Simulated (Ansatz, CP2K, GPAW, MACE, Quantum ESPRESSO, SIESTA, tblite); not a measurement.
**Codes compared on generalised stacking fault on (110) of a LiCl-LiBr solid solution (56 atoms)**

Aim: run generalised stacking fault on (110) of a LiCl-LiBr solid solution (56 atoms) in several programs and set results and cost side by side. A plane-wave run serves as the reference.

Calculated with Quantum ESPRESSO 7.5; Kohn-Sham DFT, PBE, SSSP efficiency 1.3.0 pseudopotentials, plane waves.

**1. The starting structure**

The cell holds 56 atoms: 28 Li, 10 Br and 18 Cl. Cell: a = 7.448 Å, b = 5.266 Å, c = 26.488 Å, α = 90.0°, β = 82.6°, γ = 90.0°. Rock-salt LiCl lattice (a = 5.2663 Å, the value set for the mixture), cell with z along [110], 2 x 1 x 7 periods; the third cell vector is tilted by 0.917 of 1/2[1-10] and lengthened by 0.2 Å, so the cell holds one fault; displaced by a Gaussian of 0.01 Å; 10 of 28 Cl sites given to Br at random (lattice constant by Vegard's rule between LiCl and LiBr). Then every atom was moved at random, 0.02 Å r.m.s. a Cartesian component. The structure's axis is c.

**2. Plane-wave reference**

pw.in

```
&control
  calculation = 'scf'
  pseudo_dir = './pseudo'
  outdir = './tmp'
  disk_io = 'none'
  tprnfor = .true.
  tstress = .true.
/
&system
  ibrav = 0
  nat = 56
  ntyp = 3
  ecutwfc = 45
  ecutrho = 360
  nosym = .true.
  occupations = 'smearing'
  smearing = 'fd'
  degauss = 0.003675
/
&electrons
  conv_thr = 2.8e-07
  electron_maxstep = 100
  mixing_beta = 0.2
  mixing_mode = 'local-TF'
  diagonalization = 'david'
/
ATOMIC_SPECIES
Li 6.940 Li.upf
Br 79.904 Br.upf
Cl 35.450 Cl.upf
CELL_PARAMETERS angstrom
7.44767 0.00000 0.00000
0.00000 5.26630 0.00000
3.41349 0.00000 26.26686
ATOMIC_POSITIONS crystal
Li 0.55074 0.99543 0.99144
Br 0.71614 0.00369 0.06965
Li 0.93952 0.00089 0.14214
Cl 0.64934 0.99801 0.21395
Li 0.87356 0.99865 0.28271
Cl 0.58994 0.99783 0.35436
Li 0.80533 0.00615 0.42505
Cl 0.52062 0.01023 0.49684
Li 0.74736 0.99341 0.56704
Cl 0.45852 0.99918 0.63876
Li 0.67716 0.99603 0.70827
Cl 0.39350 0.00266 0.78021
[... 40 atom lines left out ...]
Li 0.39484 0.49397 0.77875
Br 0.10829 0.50446 0.84945
Li 0.32836 0.49175 0.92141
Br 0.04750 0.49890 0.99166
K_POINTS gamma
```

Launch:

```bash
> OMP_NUM_THREADS=1 mpirun -np 2 pw.x -in pw.in > output.txt
```

The log of the run:

```text
Program PWSCF
     gamma-point specific algorithms are used
     Parallelization info
     sticks:   dense  smooth     PW     G-vecs:    dense   smooth      PW
     Min        2003    1003    247               400875   141741   17739
     Max        2006    1004    252               400894   141746   17742
     Sum        4009    2007    499               801769   283487   35481
     bravais-lattice index     =            0
     lattice parameter (alat)  =      14.0741  a.u.
     unit-cell volume          =    6952.3365 (a.u.)^3
     number of atoms/cell      =           56
     number of atomic types    =            3
     number of electrons       =       280.00
     number of Kohn-Sham states=          168
     kinetic-energy cutoff     =      45.0000  Ry
[... lines left out ...]
     scf convergence threshold =      2.8E-07
[... lines left out ...]
     number of k points=     1  Fermi-Dirac smearing, width (Ry)=  0.0037
[... lines left out ...]
     total energy              =   -1480.25693440 Ry
[... lines left out ...]
     total energy              =   -1480.01407897 Ry
[... lines left out ...]
     total energy              =   -1480.05518750 Ry
[... lines left out ...]
     c_bands:  1 eigenvalues not converged
[... lines left out ...]
     total energy              =   -1480.05235519 Ry
[... lines left out ...]
     total energy              =   -1480.05235519 Ry
[... lines left out ...]
   -42.1202 -42.1099 -42.1022 -42.1002 -42.0818 -42.0715 -42.0684 -42.0517
   -42.0445 -42.0441 -42.0418 -42.0201 -42.0141 -42.0125 -42.0003 -41.9931
[...]
9.2001   9.2620   9.3160   9.3351   9.3870   9.3957   9.4297   9.4636
     9.4812   9.5266   9.5308   9.5547   9.5984   9.6909   9.7257   9.7661
     the Fermi energy is     3.6421 ev
!    total energy              =   -1480.05235509 Ry
     estimated scf accuracy    <       0.00000017 Ry
     smearing contrib. (-TS)   =      -0.00000000 Ry
     internal energy E=F+TS    =   -1480.05235509 Ry
     The total energy is F=E-TS. E is the sum of the following terms:
     one-electron contribution =    -288.42742527 Ry
     hartree contribution      =     209.77503242 Ry
     xc contribution           =    -528.99541332 Ry
     ewald contribution        =    -872.40454892 Ry
     convergence has been achieved in  24 iterations
     negative rho (up, down):  2.607E-01 0.000E+00
     Forces acting on atoms (cartesian axes, Ry/au):
     atom    1 type  1   force =    -0.00662047    0.00021779   -0.01213441
     atom    2 type  2   force =     0.01010279   -0.00497121   -0.00056116
     atom    3 type  1   force =    -0.00174502   -0.00008606    0.00601493
[...]
atom   55 type  1   force =     0.01154414    0.00134377   -0.00133696
     atom   56 type  2   force =    -0.00805939    0.00252568    0.00799317
     Total force =     0.055460     Total SCF correction =     0.001090
     Computing stress (Cartesian axis) and pressure
     negative rho (up, down):  2.607E-01 0.000E+00
          total   stress  (Ry/bohr**3)                   (kbar)     P=       -2.92
   0.00020313  -0.00000125   0.00000646           29.88       -0.18        0.95
  -0.00000125  -0.00020574   0.00000031           -0.18      -30.26        0.05
   0.00000646   0.00000031  -0.00005697            0.95        0.05       -8.38
     Message from routine punch:
     Nothing written, as per user request (disk_io='none')
```

It took 4 min on 2 MPI ranks of Arm Neoverse V1, shared host; peak memory 2 GiB; 7.9 min of CPU time.

Banners, paths, timers and routine set-up lines are dropped from the logs unmarked, and long logs keep their key lines alone; longer cuts are marked.

Numbers from this run:

```
r.m.s. force component                           : 0.11 eV/Å
longest force                                    : 0.3554 eV/Å
pressure                                         : -0.292 GPa
gap (highest filled to lowest empty level) : 5.457 eV
```

**3. The other programs**

The programs:
- CP2K 2026.2: Gaussian basis with GTH pseudopotentials and a plane-wave density; labels give functional, basis (MOLOPT sets; SR short-range, UZH the newer set with its own potentials), grid cutoff/relative cutoff and solver (OT: orbital transformation; TRS4, TC2, SIGN: linear-scaling purification with its sparsity filter), or its built-in tight binding.
- GPAW 26.7.0: PAW with atomic orbitals (LCAO), plane waves or a real-space grid of spacing h.
- MACE: machine-learned potential, published weights.
- Quantum ESPRESSO 7.5: plane waves; labels (QE) give functional, pseudopotential set and cutoffs of waves/density.
- SIESTA 5.4.2: numerical atomic orbitals, whose automatically made sets are far from complete, with PseudoDojo norm-conserving potentials that we converted to its format (checked against plane waves on the same files for H, C, O, Si, Ge and Ca alone); labels give functional, basis size, energy shift and mesh cutoff.
- tblite 0.8.0: extended tight binding, driven from Python.

All use the same cell and atoms; the electronic-structure runs use the same k-mesh, and an electronic temperature of 580 K (0.05 eV) where levels are smeared.

Differences are against the plane-wave reference, forces as r.m.s. over components; share is that over the reference's r.m.s. force, slope the least-squares factor from reference forces to these. Total energies of different programs have different zeros and aren't compared.

```csv
run,"Δ force, r.m.s. (meV/Å)",share (%),slope,Δ pressure (GPa),Δ gap (eV),cores,CPU time,memory (GiB)
reference,-,-,-,-,-,2,7.9 min,2.0
"CP2K GFN1-xTB, diagonalisation",49.8,45.3,0.926,-2.84,-,1,13 s,0.24
"CP2K PBE+D3, DZVP-MOLOPT-SR, 800/50 Ry, diagonalisation",15.4,14.0,1.123,-0.966,-0.0232,2,8.2 min,3.8
"CP2K PBE, DZVP-MOLOPT-SR, 1120/50 Ry, diagonalisation",16.4,14.9,1.131,0.173,-0.0232,2,9.6 min,5.9
"CP2K PBE, DZVP-MOLOPT-SR, 560/50 Ry, diagonalisation (coarse)",16.4,14.9,1.131,0.173,-0.0232,2,9.6 min,2.2
"CP2K PBE, DZVP-MOLOPT-SR, 800/20 Ry, diagonalisation (coarse)",78.8,71.6,1.120,0.793,-0.0201,2,6 min,3.8
"CP2K PBE, DZVP-MOLOPT-SR, 800/50 Ry, diagonalisation",16.4,14.9,1.131,0.173,-0.0232,2,8.2 min,3.8
"CP2K PBE, SZV-MOLOPT-SR, 800/50 Ry, diagonalisation (coarse)",44.6,40.6,1.319,3.18,-0.520,1,4.6 min,3.8
"CP2K PBE, TZV2P-MOLOPT (SR for Li), 800/50 Ry, diagonalisation",6.14,5.58,1.046,0.157,-0.0825,4,11 min,5.2
"CP2K PBE, TZV2P-UZH, 800/50 Ry, diagonalisation",3.61,3.29,1.024,-0.0734,-0.0511,4,12 min,5.3
"CP2K RPBE, PBE potentials, DZVP-MOLOPT-SR, 800/50 Ry, diagonalisation",19.5,17.7,1.158,1.90,0.209,2,8.3 min,3.9
"GPAW PBE, LCAO dzp, h 0.16 Å",21.1,19.2,1.161,-,-0.042,1,1.8 min,1.8
"GPAW PBE, LCAO dzp, h 0.2 Å",23.1,21.0,1.163,-,-0.0418,1,64 s,1.0
"GPAW PBE, LCAO sz(dzp), h 0.2 Å (coarse)",34.6,31.5,1.224,-,-0.782,1,25 s,0.8
"GPAW PBE, LCAO szp(dzp), h 0.2 Å (coarse)",35.4,32.2,1.284,-,-0.0607,1,55 s,0.98
"GPAW PBE, grid h 0.18 Å",6.57,5.98,1.017,-,-0.0037,2,3.3 min,1.8
MACE MP-0b2 small potential,30.3,27.5,1.044,0.724,-,1,7.3 s,0.67
MACE MP-0b3 medium potential,28.2,25.6,1.077,1.01,-,1,9.3 s,0.82
MACE MPA-0 medium potential,24.5,22.3,0.948,0.861,-,1,9.3 s,0.82
"QE PBE+D3(BJ), sssp-1.3.0-efficiency, 45/360 Ry",1.31,1.19,1.003,-2.07,0,2,8 min,2.0
"QE PBE, sssp-1.3.0-efficiency, 45/360 Ry, cg",0.3,0.273,1.001,-7.0e-4,2.0e-4,4,31 min,2.0
"SIESTA PBE, DZP, shift 0.01 Ry, mesh 300 Ry",18.7,17.0,1.136,-0.241,0.200,1,2.4 min,0.87
"SIESTA PBE, SZ, shift 0.01 Ry, mesh 300 Ry (coarse)",28.1,25.5,1.127,-3.45,-0.325,1,36 s,0.45
"SIESTA PBE, SZP, shift 0.01 Ry, mesh 300 Ry (coarse)",17.5,15.9,1.132,-0.426,0.453,1,2 min,0.8
"SIESTA PBE, TZP, shift 0.01 Ry, mesh 300 Ry",18.3,16.6,1.122,-0.143,0.103,2,3.2 min,1.2
"SIESTA optB88-vdW, PBE potentials, DZP, shift 0.01 Ry, mesh 300 Ry",23.4,21.3,1.174,-0.689,0.305,2,6.9 min,1.6
tblite GFN1-xTB,50.9,46.3,0.954,-1.41,-,1,4 s,0.11
```

Rows marked coarse were listed beforehand as settings not expected to be converged; some can still land near the reference.

Times of the machine-learned potentials are mostly Python's start and the loading of weights.

CPU time is summed over cores on a shared host, where runs went side by side, so it is rough. Symmetry, cutoffs, thresholds, outputs and thread counts weren't matched or tuned between programs; memory under MPI is the largest rank's times the ranks.

Mean charges by element (e), by run and scheme:

```csv
run,scheme,Li,Br,Cl
"CP2K GFN1-xTB, diagonalisation",Mulliken,+0.43,-0.28,-0.51
"CP2K PBE+D3, DZVP-MOLOPT-SR, 800/50 Ry, diagonalisation",Mulliken,+0.45,-0.45,-0.45
"CP2K PBE+D3, DZVP-MOLOPT-SR, 800/50 Ry, diagonalisation",Hirshfeld,+0.12,-0.08,-0.14
"CP2K PBE, DZVP-MOLOPT-SR, 1120/50 Ry, diagonalisation",Mulliken,+0.45,-0.45,-0.45
"CP2K PBE, DZVP-MOLOPT-SR, 1120/50 Ry, diagonalisation",Hirshfeld,+0.12,-0.08,-0.14
"CP2K PBE, DZVP-MOLOPT-SR, 560/50 Ry, diagonalisation",Mulliken,+0.45,-0.45,-0.45
"CP2K PBE, DZVP-MOLOPT-SR, 560/50 Ry, diagonalisation",Hirshfeld,+0.12,-0.08,-0.14
"CP2K PBE, DZVP-MOLOPT-SR, 800/50 Ry, diagonalisation",Mulliken,+0.45,-0.45,-0.45
"CP2K PBE, DZVP-MOLOPT-SR, 800/50 Ry, diagonalisation",Hirshfeld,+0.12,-0.08,-0.14
"CP2K PBE, TZV2P-MOLOPT (SR for Li), 800/50 Ry, diagonalisation",Mulliken,+0.55,-0.43,-0.62
"CP2K PBE, TZV2P-MOLOPT (SR for Li), 800/50 Ry, diagonalisation",Hirshfeld,+0.12,-0.08,-0.14
"CP2K PBE, TZV2P-UZH, 800/50 Ry, diagonalisation",Mulliken,+0.37,-0.23,-0.45
"CP2K PBE, TZV2P-UZH, 800/50 Ry, diagonalisation",Hirshfeld,+0.12,-0.08,-0.14
"CP2K RPBE, PBE potentials, DZVP-MOLOPT-SR, 800/50 Ry, diagonalisation",Mulliken,+0.48,-0.48,-0.48
"CP2K RPBE, PBE potentials, DZVP-MOLOPT-SR, 800/50 Ry, diagonalisation",Hirshfeld,+0.13,-0.09,-0.15
"SIESTA PBE, DZP, shift 0.01 Ry, mesh 300 Ry",Hirshfeld,+0.01,+0.03,-0.03
"SIESTA PBE, TZP, shift 0.01 Ry, mesh 300 Ry",Hirshfeld,+0.02,+0.02,-0.04
"SIESTA optB88-vdW, PBE potentials, DZP, shift 0.01 Ry, mesh 300 Ry",Hirshfeld,+0.02,+0.02,-0.04
tblite GFN1-xTB,Mulliken,+0.33,-0.16,-0.42
```

Within one program, basis, potentials and functional, energies share a zero. Each run against its twin at the usual cutoff or grid and solver:

```csv
run,twin,Δ energy (meV/atom),"Δ force, r.m.s. (meV/Å)",CPU time over the twin's
"CP2K PBE, DZVP-MOLOPT-SR, 1120/50 Ry, diagonalisation","DZVP-MOLOPT-SR, 800/50 Ry, diagonalisation",-1.0e-4,0.088,1.2
"CP2K PBE, DZVP-MOLOPT-SR, 560/50 Ry, diagonalisation","DZVP-MOLOPT-SR, 800/50 Ry, diagonalisation",-5.0e-4,0.257,1.2
"CP2K PBE, DZVP-MOLOPT-SR, 800/20 Ry, diagonalisation","DZVP-MOLOPT-SR, 800/50 Ry, diagonalisation",-15.6,77.0,0.73
"GPAW PBE, LCAO dzp, h 0.16 Å","LCAO dzp, h 0.2 Å",-18.8,9.65,1.7
"QE PBE, sssp-1.3.0-efficiency, 45/360 Ry, cg","sssp-1.3.0-efficiency, 45/360 Ry",0,0.3,3.9 (this twin ran on 2 cores)
```

**4. Summary of results**

```json
{"reference r.m.s. force component": "0.110 eV/Å", "nearest in forces": "QE PBE, sssp-1.3.0-efficiency, 45/360 Ry, cg, 0.27 %", "farthest in forces": "CP2K PBE, DZVP-MOLOPT-SR, 800/20 Ry, diagonalisation (coarse), 72 %", "cheapest electronic-structure run beside the reference": "tblite GFN1-xTB, 4 s of CPU time"}
```

**Reading.** PBE on plane waves or a grid with other potentials, cutoffs or grids, coarse settings apart, differs from the reference by 6.0 % (GPAW PBE, grid h 0.18 Å) of the r.m.s. force; this holds the reference's own error, so differences of a few per cent don't tell which side is nearer the exact PBE result. With the reference's own potentials and cutoffs, another solver or threshold moves forces by 0.27 % (QE PBE, sssp-1.3.0-efficiency, 45/360 Ry, cg). The PBE runs in local orbitals, coarse settings apart, differ by 3.3 % (CP2K PBE, TZV2P-UZH, 800/50 Ry, diagonalisation) to 21 % (GPAW PBE, LCAO dzp, h 0.2 Å); basis, grid and potentials can all enter. Tight binding differs by 45 % (CP2K GFN1-xTB, diagonalisation) to 46 % (tblite GFN1-xTB); it is another model, with fitted parameters of its own, and the xTB methods hold dispersion. Machine-learned potentials differ by 22 % (MACE MPA-0 medium potential) to 28 % (MACE MP-0b2 small potential); they were trained on other programs' data. In the reference's own program, potentials and cutoffs, a change of model alone moves forces by 1.2 % (QE PBE+D3(BJ), sssp-1.3.0-efficiency, 45/360 Ry). Other rows with another functional or a dispersion term differ by 14 % (CP2K PBE+D3, DZVP-MOLOPT-SR, 800/50 Ry, diagonalisation) to 21 % (SIESTA optB88-vdW, PBE potentials, DZP, shift 0.01 Ry, mesh 300 Ry), which mixes the change of model with differences of basis and potentials, some of them made for another functional. CP2K GFN1-xTB, diagonalisation needed 166 SCF steps, so its time overstates the method's usual cost. Runs with settings chosen to be coarse differ by 15 % (CP2K PBE, DZVP-MOLOPT-SR, 560/50 Ry, diagonalisation) to 72 % (CP2K PBE, DZVP-MOLOPT-SR, 800/20 Ry, diagonalisation), their programs' other errors included. Of the electronic-structure runs that take under half the reference's CPU time, GPAW PBE, grid h 0.18 Å comes nearest, at 6.0 % in 3.3 min against 7.9 min. SIESTA PBE, SZP, shift 0.01 Ry, mesh 300 Ry lies nearer than a larger basis of the same program, likely by a cancellation of errors. CP2K PBE, SZV-MOLOPT-SR, 800/50 Ry, diagonalisation stiffens the forces by a factor of 1.32 while following their directions (correlation 0.983). At the same functional, gaps differ from the reference's 5.46 eV by between -0.78 and +0.45 eV. These are spacings on the run's k-points, which needn't hold the band edges. In pressure, SIESTA PBE, SZ, shift 0.01 Ry, mesh 300 Ry misses by -3.4 GPa, at the same functional. Charges hang on model, scheme and program or settings: among these rows the mean for Cl runs from -0.62 to -0.03 e. In the reference: filled and empty levels are parted by 5.46 eV on the run's k-points; the mesh holds the band edges only if they fold onto it, so the gap at this level can be narrower or closed, while semilocal functionals tend to narrow gaps against experiment. Periodic xTB results under one method name differ between programs and library versions. The potentials hold different valence shells: 280 electrons in the reference, 224 in GPAW; this bears on time and differences. The reference's pressure holds the uncorrected Pulay stress of its 45 Ry basis, so small pressure differences, and their order, may be the reference's own error. Machine-learned potentials mimic data converged in k, so the reference's own k-point error enters their differences. The cell is under 6 Å thick along one periodic direction, so every atom has periodic images of itself close by, which move with it and show among its neighbours and in g(r). The reference's stress is far from hydrostatic: its diagonal is 3.0, -3.0, -0.8 GPa, compression counted positive. The host structure and its lattice constant were typed by rule, without a check against the phase diagram. The electronic-structure runs sample only Γ, in a cell whose shortest periodic width is 5 Å.

[Also dropped from logs without a mark: logging warnings of Python, and SIESTA's first energy breakdown and zero terms.]

[Logs are printed without paths, hosts, clocks, repeated set-up lines and the standing remarks that a program may print on its own settings, such as how far it seeks lower states.]

[Hosts, paths, dates, database ids (printed as entryN), source tags and the programs' standing remarks are cut or masked in the printed files.]
